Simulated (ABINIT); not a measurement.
# A GW chain in ABINIT: MgO (Fm-3m), part 2 of 3

Wanted: ground state, empty states, screening and self-energy for MgO (Fm-3m).

ABINIT 10.8.3; PBE and many-body steps on it, plane waves. Known limits of the many-body steps: not at the basis limit.

So far. Step 2 (Ground state): The gap is direct, at Γ.

## 3. Bands along the symmetry lines

Level of this step: DFT, PBE, plane waves, norm-conserving pseudopotentials (ABINIT).

Levels along a band path, at the cheap level, show where the edges lie and whether the meshes to come will hold them.

Contents of run.abi:

```
acell 3*1.0 Angstrom
rprim 
  -0.000000000000 2.097001392700 2.097001392700
  2.097001392700 0.000000000000 2.097001392700
  2.097001392700 2.097001392700 0.000000000000
ntypat 2
znucl 12 8
natom 2
typat 1 2
xred 
  0.000000000000 0.000000000000 0.000000000000
  0.500000000000 0.500000000000 0.500000000000
pp_dirpath "pseudos"
pseudos "Mg.upf, O.upf"
ecut 38
iscf -2
irdden 1
kptopt 0
nkpt 50
kpt 
  0.00000000 0.00000000 0.00000000
  0.06250000 0.00000000 0.06250000
  0.12500000 0.00000000 0.12500000
  0.18750000 0.00000000 0.18750000
  0.25000000 0.00000000 0.25000000
  0.31250000 0.00000000 0.31250000
  0.37500000 0.00000000 0.37500000
  0.43750000 0.00000000 0.43750000
  0.50000000 0.00000000 0.50000000
  0.51562500 0.03125000 0.51562500
  0.53125000 0.06250000 0.53125000
  0.54687500 0.09375000 0.54687500
  0.56250000 0.12500000 0.56250000
  0.57812500 0.15625000 0.57812500
  0.59375000 0.18750000 0.59375000
  0.60937500 0.21875000 0.60937500
  0.62500000 0.25000000 0.62500000
  0.37500000 0.37500000 0.75000000
  0.32812500 0.32812500 0.65625000
  0.28125000 0.28125000 0.56250000
  0.23437500 0.23437500 0.46875000
  0.18750000 0.18750000 0.37500000
  0.14062500 0.14062500 0.28125000
  0.09375000 0.09375000 0.18750000
  0.04687500 0.04687500 0.09375000
  0.00000000 0.00000000 0.00000000
  0.06250000 0.06250000 0.06250000
  0.12500000 0.12500000 0.12500000
  0.18750000 0.18750000 0.18750000
  0.25000000 0.25000000 0.25000000
  0.31250000 0.31250000 0.31250000
  0.37500000 0.37500000 0.37500000
  0.43750000 0.43750000 0.43750000
  0.50000000 0.50000000 0.50000000
  0.50000000 0.46875000 0.53125000
  0.50000000 0.43750000 0.56250000
  0.50000000 0.40625000 0.59375000
  0.50000000 0.37500000 0.62500000
  0.50000000 0.34375000 0.65625000
  0.50000000 0.31250000 0.68750000
  0.50000000 0.28125000 0.71875000
  0.50000000 0.25000000 0.75000000
  0.50000000 0.21875000 0.71875000
  0.50000000 0.18750000 0.68750000
  0.50000000 0.15625000 0.65625000
  0.50000000 0.12500000 0.62500000
  0.50000000 0.09375000 0.59375000
  0.50000000 0.06250000 0.56250000
  0.50000000 0.03125000 0.53125000
  0.50000000 0.00000000 0.50000000
istwfk *1
nband 15
nbdbuf 2
tolwfr 1e-08
nstep 40
prtwf 0
prtvol 0
indata_prefix "in"
outdata_prefix "out"
tmpdata_prefix "tmp"
```

The run is started by

```bash
> OMP_NUM_THREADS=1 mpirun -n 8 abinit run.abi > log
```

Numbers of over 12 decimals in the logs are rounded to 6 here.

Output:

```text
.Version 10.8.3 of ABINIT. v10.8.2 released Aug 2026.

 Symmetries : space group Fm -3 m (#225); Bravais cF (face-center cubic)
[... echo of the input left out ...]
== DATASET  1 ==================================================================
-   mpi_nproc: 8, omp_nthreads: 1 (-1 if OMP is not activated)

--- !DatasetInfo
iteration_state: {dtset: 1, }
dimensions: {natom: 2, nkpt: 50, mband: 15, nsppol: 1, nspinor: 1, nspden: 1, mpw: 1411, }
cutoff_energies: {ecut:  38.0, pawecutdg:  -1.0, }
electrons: {nelect:   1.60000000E+01, charge:   0.00000000E+00, occopt:   1.00000000E+00, tsmear:   1.00000000E-02, }

 Real(R)+Recip(G) space primitive vectors, cartesian coordinates (Bohr,Bohr^-1):
 R(1)=  0.0000000  3.9627583  3.9627583  G(1)= -0.1261747  0.1261747  0.1261747
 R(2)=  3.9627583  0.0000000  3.9627583  G(2)=  0.1261747 -0.1261747  0.1261747
 R(3)=  3.9627583  3.9627583  0.0000000  G(3)=  0.1261747  0.1261747 -0.1261747
 Unit cell volume ucvol=  1.2445798E+02 bohr^3
 Angles (23,13,12)=  6.00000000E+01  6.00000000E+01  6.00000000E+01 degrees

 getcut: wavevector=  0.0000  0.0000  0.0000  ngfft=  32  32  32
         ecut(hartree)=     38.000   => boxcut(ratio)=   2.05769

--- Pseudopotential description ------------------------------------------------
- Mg Generated using ONCVPSP code by D. R. Hamann
- 12.00000  10.00000  171031                  znucl, zion, pspdat
12 -101130 1 -1 1510                          pspcod,pspxc,lmax,lloc,mmax
     nproj     2     2     0
  pspatm : epsatm=    9.22893308
         --- l  ekb(1:nproj) -->
             0    2.250005   -0.808630
             1   -6.469357   -2.503313
 pspatm: atomic psp has been read  and splines computed

- O Generated using ONCVPSP code by D. R. Hamann
-  8.00000   6.00000  171031                  znucl, zion, pspdat
12 -101130 2 -1 936                           pspcod,pspxc,lmax,lloc,mmax
     nproj     2     2     1
  pspatm : epsatm=    6.19545534
         --- l  ekb(1:nproj) -->
             0    6.056735    0.824024
[...]
2   -1.331955
 pspatm: atomic psp has been read  and splines computed

--------------------------------------------------------------------------------

================================================================================
 prteigrs : about to open file out_EIG
 Non-SCF case, kpt    1 (  0.00000  0.00000  0.00000), residuals and eigenvalues=
  3.62E-09  2.32E-09  3.41E-09  4.94E-09  9.15E-09  1.91E-09  5.29E-09  8.93E-09
  4.40E-09  1.83E-09  8.92E-09  2.29E-09  6.87E-09  3.16E-08  2.61E-07
 -2.4797E+00 -1.2578E+00 -1.2578E+00 -1.2578E+00 -4.5613E-01  1.7790E-01
  1.7790E-01  1.7790E-01  3.5778E-01  7.6721E-01  7.6721E-01  7.6721E-01
[...]
Non-SCF case, kpt    2 (  0.06250  0.00000  0.06250), residuals and eigenvalues=
  3.02E-09  8.62E-09  1.99E-09  6.39E-09  3.31E-09  3.28E-09  1.66E-09  3.81E-09
[...]
3.33E-09  1.27E-09  8.65E-10  3.46E-09  1.92E-09  1.81E-09  5.31E-09  4.86E-09
  4.55E-09  6.95E-10  6.38E-09  1.73E-09  4.85E-09  4.94E-08  4.13E-07
[...]
Non-SCF case, kpt   49 (  0.50000  0.03125  0.53125), residuals and eigenvalues=
[...]
Non-SCF case, kpt   50 (  0.50000  0.00000  0.50000), residuals and eigenvalues=
[...]
-2.4793E+00 -1.2606E+00 -1.2589E+00 -1.2589E+00 -3.9813E-01  2.7623E-02
  1.2827E-01  1.2827E-01  5.1764E-01  5.5107E-01  6.6414E-01  8.8312E-01
[...]
--- !ResultsGS
iteration_state: {dtset: 1, }
comment   : Summary of ground state results
lattice_vectors:
- [ -0.0000000,   3.9627583,   3.9627583, ]
- [  3.9627583,   0.0000000,   3.9627583, ]
- [  3.9627583,   3.9627583,   0.0000000, ]
lattice_lengths: [   5.60419,    5.60419,    5.60419, ]
lattice_angles: [ 60.000,  60.000,  60.000, ] # degrees, (23, 13, 12)
lattice_volume:   1.2445798E+02
convergence: {deltae:  0.000E+00, res2:  0.000E+00, residm:  9.981E-09, diffor:  0.000E+00, }
etotal    :  -7.60504444E+01
entropy   :   0.00000000E+00
fermie    :   1.77897150E-01
cartesian_stress_tensor: null
pressure_GPa: null
xred      :
- [  0.0000E+00,   0.0000E+00,   0.0000E+00, Mg]
- [  5.0000E-01,   5.0000E-01,   5.0000E-01,  O]
cartesian_forces: null
force_length_stats: {min: null, max: null, mean: null, }

 Integrated electronic density in atomic spheres:
 ------------------------------------------------
 Atom  Sphere_radius  Integrated_density
[...]
================================================================================

 ----iterations are completed or convergence reached----

 Mean square residual over all n,k,spin=   35.766E-10; max=  99.810E-10
 reduced coordinates (array xred) for    2 atoms
       0.000000000000      0.000000000000      0.000000000000
       0.500000000000      0.500000000000      0.500000000000

 cartesian coordinates (angstrom) at end:
    1      0.000000     0.000000     0.000000
    2      2.097001     2.097001     2.097001
 length scales=  1.889726125908  1.889726125908  1.889726125908 bohr
              =  1.000000000000  1.000000000000  1.000000000000 angstroms
 prteigrs : about to open file out_EIG
 Eigenvalues (hartree) for nkpt=  50  k points:
 kpt#   1, nband= 15, wtk=  1.00000, kpt=  0.0000  0.0000  0.0000 (reduced coord)
[...]
kpt#   2, nband= 15, wtk=  1.00000, kpt=  0.0625  0.0000  0.0625 (reduced coord)
[...]
kpt#   3, nband= 15, wtk=  1.00000, kpt=  0.1250  0.0000  0.1250 (reduced coord)
[...]
kpt#  49, nband= 15, wtk=  1.00000, kpt=  0.5000  0.0313  0.5313 (reduced coord)
  -2.47926   -1.26059   -1.25893   -1.25892   -0.39804    0.02832    0.12683    0.12764
   0.51993    0.55330    0.66333    0.87823    0.88457    1.12988    1.18625
 kpt#  50, nband= 15, wtk=  1.00000, kpt=  0.5000  0.0000  0.5000 (reduced coord)
  -2.47926   -1.26059   -1.25891   -1.25891   -0.39813    0.02762    0.12827    0.12827
   0.51764    0.55107    0.66414    0.88312    0.88312    1.12685    1.18428

== END DATASET(S) ==============================================================
================================================================================

 -outvars: echo values of variables after computation  --------
            nband          15
             nkpt          50
          spgroup         225
 [... the other variables as echoed above ...]

 Calculation completed.
```

Elapsed: 2.7 s, on 8 MPI ranks of Intel Xeon Platinum 8488C (Sapphire Rapids), shared host; peak memory 0.08 GiB; 20 s of CPU time.

Numbers from this step:

```
gap                        : 4.895 eV
k of the valence top       : 0, 0, 0
k of the conduction bottom : 0, 0, 0
least direct gap           : 4.895 eV
```

The gap is 4.895 eV, as in the run before at this level.

The electronic bands at the labelled points (eV, zero at the top of the highest filled band; v1 is the highest filled band, c1 the lowest empty one):

```tsv
point	v4	v3	v2	v1	c1	c2	c3	c4
Γ	-17.25	0.00	0.00	0.00	4.89	16.04	16.04	16.04
halfway	-16.47	-2.63	-0.74	-0.74	8.23	11.31	15.69	17.68
X	-15.67	-4.09	-1.35	-1.35	9.24	10.15	13.23	19.19
halfway	-15.66	-3.94	-1.80	-1.30	9.63	10.67	13.07	18.82
U	-15.65	-3.50	-2.72	-1.15	10.22	11.95	12.66	18.34
jump to K	-15.65	-3.50	-2.72	-1.15	10.22	11.95	12.66	18.34
halfway	-16.39	-2.94	-1.18	-0.39	8.32	12.13	15.56	18.15
Γ	-17.25	0.00	0.00	0.00	4.89	16.04	16.04	16.04
halfway	-16.63	-2.66	-0.34	-0.34	7.24	12.72	16.87	16.87
L	-15.90	-4.64	-0.65	-0.65	8.02	12.76	16.49	16.49
halfway	-15.76	-4.02	-1.94	-0.99	9.80	12.34	13.67	17.10
W	-15.61	-2.96	-2.96	-1.78	11.77	11.77	12.35	15.74
halfway	-15.64	-3.79	-1.90	-1.57	10.13	11.04	12.89	17.56
X	-15.67	-4.09	-1.35	-1.35	9.24	10.15	13.23	19.19
```

The electronic bands as a text plot (rows in eV, shown from -8.0 to 10.9 only):

```
   10.5 |       ++ +++++  ++++                         +     ++++
    9.7 |         +++ ++++    ++                      +       ++
    8.9 |       ++   +                              ++          +
    8.1 |     ++                +              +++++
    7.4 |    +                   ++         +++
    6.6 |                          ++      +
    5.8 |  ++                            ++
    5.0 |++                          ++++
    4.2 |
    3.4 |
    2.6 |
    1.8 |
    1.1 |
    0.3 |**                        ********
   -0.5 | ******            **********  *  ***********
   -1.3 |  **   ************    *  **    **         ******   ****
   -2.1 |    *         **   **** **        *          **  ****
   -2.9 |     ****       ***    *           *           ****
   -3.7 |         *** **********             **       ***   ****
   -4.5 |            *                         *******          *
   -5.2 |
   -6.0 |
   -6.8 |
   -7.6 |
         Γ           X  U|K            Γ         L        W     X
```

## 4. Empty states on the mesh, 6×6×6 mesh, 152 bands

The sums over transitions need many empty states on a uniform mesh; this step solves for them.

Contents of run.abi:

```
acell 3*1.0 Angstrom
rprim 
  -0.000000000000 2.097001392700 2.097001392700
  2.097001392700 0.000000000000 2.097001392700
  2.097001392700 2.097001392700 0.000000000000
ntypat 2
znucl 12 8
natom 2
typat 1 2
xred 
  0.000000000000 0.000000000000 0.000000000000
  0.500000000000 0.500000000000 0.500000000000
pp_dirpath "pseudos"
pseudos "Mg.upf, O.upf"
ecut 38
ngkpt 6 6 6
nshiftk 1
shiftk 0 0 0
kptopt 1
chksymbreak 0
irdden 1
istwfk *1
nband 152
prtvol 0
optdriver 6
gwr_task "HDIAGO"
paral_kgb 0
occopt 1
indata_prefix "in"
outdata_prefix "out"
tmpdata_prefix "tmp"
```

Output:

```text
[banner, memory and clock lines left out]
.Version 10.8.3 of ABINIT. v10.8.2 released Aug 2026.

 Symmetries : space group Fm -3 m (#225); Bravais cF (face-center cubic)
[... echo of the input left out ...]
== DATASET  1 ==================================================================
-   mpi_nproc: 8, omp_nthreads: 1 (-1 if OMP is not activated)

--- !DatasetInfo
iteration_state: {dtset: 1, }
dimensions: {natom: 2, nkpt: 16, mband: 152, nsppol: 1, nspinor: 1, nspden: 1, mpw: 1411, }
cutoff_energies: {ecut:  38.0, pawecutdg:  -1.0, }
electrons: {nelect:   1.60000000E+01, charge:   0.00000000E+00, occopt:   1.00000000E+00, tsmear:   1.00000000E-02, }

.Using double precision arithmetic; gwpc =  8

- Reading GS density from: in_DEN

--- Pseudopotential description ------------------------------------------------
- Mg Generated using ONCVPSP code by D. R. Hamann
- 12.00000  10.00000  171031                  znucl, zion, pspdat
12 -101130 1 -1 1510                          pspcod,pspxc,lmax,lloc,mmax
     nproj     2     2     0
  pspatm : epsatm=    9.22893308
         --- l  ekb(1:nproj) -->
             0    2.250005   -0.808630
             1   -6.469357   -2.503313
 pspatm: atomic psp has been read  and splines computed

- O Generated using ONCVPSP code by D. R. Hamann
-  8.00000   6.00000  171031                  znucl, zion, pspdat
12 -101130 2 -1 936                           pspcod,pspxc,lmax,lloc,mmax
     nproj     2     2     1
  pspatm : epsatm=    6.19545534
         --- l  ekb(1:nproj) -->
             0    6.056735    0.824024
             1   -4.717130   -1.149271
             2   -1.331955
 pspatm: atomic psp has been read  and splines computed

   2.46790215E+02                                ecore*ucvol(ha*bohr**3)

 Total charge density [el/Bohr^3]
)     Maximum=    3.3940E+00  at reduced coord.    0.0625    0.9375    0.9688
)     Minimum=    1.0142E-02  at reduced coord.    0.2500    0.2500    0.2500
   Integrated=    1.6000E+01

 === KS gaps after direct diagonalization ===
 Direct band gap semiconductor
 Fundamental gap:     4.895 (eV)
   VBM:     4.841 (eV) at k: [ 0.0000E+00,  0.0000E+00,  0.0000E+00]
   CBM:     9.736 (eV) at k: [ 0.0000E+00,  0.0000E+00,  0.0000E+00]
 Direct gap:         4.895 (eV) at k: [ 0.0000E+00,  0.0000E+00,  0.0000E+00]

== END DATASET(S) ==============================================================

 -outvars: echo values of variables after computation  --------
           etotal      0.0000000000E+00
            nband         152
             nkpt          16
          spgroup         225
 [... the other variables as echoed above ...]

 Calculation completed.
```

Elapsed: 4.8 s, on 8 MPI ranks; peak memory 1.3 GiB; 37 s of CPU time.

Numbers from this step:

```yaml
gap: 4.895 eV
k_of_the_valence_top: 0, 0, 0
k_of_the_conduction_bottom: 0, 0, 0
least_direct_gap: 4.895 eV
k_points_computed: 16
lowest_point_of_the_top_converged_band_above_the_valence_top: 203.5316 eV
```

On this mesh the gap is 4.895 eV.

## 5. Screening, 6×6×6 mesh, 144 bands, screening to 261.2 eV

The RPA dielectric matrix is built and inverted for each q.

This step: RPA screening on PBE, plane waves, norm-conserving pseudopotentials.

Edit run.abi of step 4 so:

```diff
@@ -20,10 +20,11 @@
 chksymbreak 0
-irdden 1
 istwfk *1
-nband 152
-prtvol 0
-optdriver 6
-gwr_task "HDIAGO"
-paral_kgb 0
 occopt 1
+irdwfk 1
+optdriver 3
+nband 144
+ecuteps 9.6
+inclvkb 2
+awtr 1
+symchi 1
 indata_prefix "in"
```

Output:

```text
.Version 10.8.3 of ABINIT. v10.8.2 released Aug 2026.

 Symmetries : space group Fm -3 m (#225); Bravais cF (face-center cubic)
[... echo of the input left out ...]
== DATASET  1 ==================================================================
-   mpi_nproc: 8, omp_nthreads: 1 (-1 if OMP is not activated)

--- !DatasetInfo
iteration_state: {dtset: 1, }
dimensions: {natom: 2, nkpt: 16, mband: 144, nsppol: 1, nspinor: 1, nspden: 1, mpw: 1411, }
cutoff_energies: {ecut:  38.0, pawecutdg:  -1.0, }
electrons: {nelect:   1.60000000E+01, charge:   0.00000000E+00, occopt:   1.00000000E+00, tsmear:   1.00000000E-02, }

 SCREENING: Calculation of the susceptibility and dielectric matrices

 Based on a program developped by R.W. Godby, V. Olevano, G. Onida, and L. Reining.
 Incorporated in ABINIT by V. Olevano, G.-M. Rignanese, and M. Torrent.
.Using double precision arithmetic ; gwpc =  8

[... cell and pseudopotentials left out ...]
--------------------------------------------------------------------------------

 ==== K-mesh for the wavefunctions ====
 Number of points in the irreducible wedge :    16
[... list of points left out ...]
 Together with 48 symmetry operations and time-reversal symmetry
 yields   216 points in the full Brillouin Zone.

 ==== Q-mesh for the screening function ====
 Number of points in the irreducible wedge :    16
[... list of points left out ...]
 Together with 48 symmetry operations and time-reversal symmetry
 yields   216 points in the full Brillouin Zone.

 setmesh: FFT mesh size selected  =    24x   24x   24
          total number of points  =        13824

 vcoul_init : cutoff-mode = AUXILIARY_FUNCTION
 q-points for optical limit:   1
     1)      0.000010    0.000020    0.000030

- screening: taking advantage of time-reversal symmetry
- Maximum band index for partially occupied states nbvw = 8
- Remaining bands to be divided among processors   nbcw = 136
- Number of bands treated by each node ~17

 Number of electrons calculated from density =   16.0000; Expected =   16.0000
 average of density, n =  0.128557
 r_s =    1.2291
 omega_plasma =   34.5863 [eV]

 calculating chi0 at frequencies [eV] :
  1    0.000000E+00    0.000000E+00
  2    0.000000E+00    3.458631E+01

--------------------------------------------------------------------------------
  q-point number  1        q = ( 0.000000, 0.000000, 0.000000) [r.l.u.]
--------------------------------------------------------------------------------
[... chi0 elements left out ...]
 For q-point:  0.000010 0.000020 0.000030
  dielectric constant =   3.0186
  dielectric constant without local fields =   3.2379

  Average fulfillment of the sum rule on Im[epsilon] for q-point    1 :     83.44  [%]
[... wings left out ...]
  q-point number  2        q = ( 0.166667, 0.000000, 0.000000) [r.l.u.]
--------------------------------------------------------------------------------
[... chi0 elements left out ...]
  Average fulfillment of the sum rule on Im[epsilon] for q-point    2 :     94.99  [%]

 [... 14 further q-points ...]
```

Wall time 52 s (8 MPI ranks); peak memory 1.5 GiB.

Numbers from this step:

```yaml
eps_infinity_with_local_fields_on_this_mesh_along_the_program_s_q_direction: 3.019
the_same_without_local_fields: 3.238
plasma_frequency: 34.59 eV
plane_waves_in_the_screening_matrix: 169
```

Local fields lower ε∞ by 7 %.

(Part 2 of 3 ends here.)

[Paths, hosts, dates, memory and timing lines, banners, echoed tables and standing remarks are left out of the program output.]

[Logs are printed without paths, hosts, clocks, repeated set-up lines and the standing remarks that a program may print on its own settings, such as how far it seeks lower states.]

[Runs of the session that timed out or met a known fault of the program may be left out.]

[No measured gap is set beside runs whose start may be inverted or whose files or cutoffs have a known fault.]

[Hosts, paths, dates, database ids (printed as entryN), source tags and the programs' standing remarks are cut or masked in the printed files.]

[G0W0 gaps are taken among the corrected bands and points alone; a level outside them can change the order at an edge.]

[Where Ansatz stands beside ABINIT at settings called matched, ABINIT's density can come from a denser mesh and the files from another edition; pairs whose starting gaps differed by over 0.03 eV were left out, so agreement reads better than it is.]
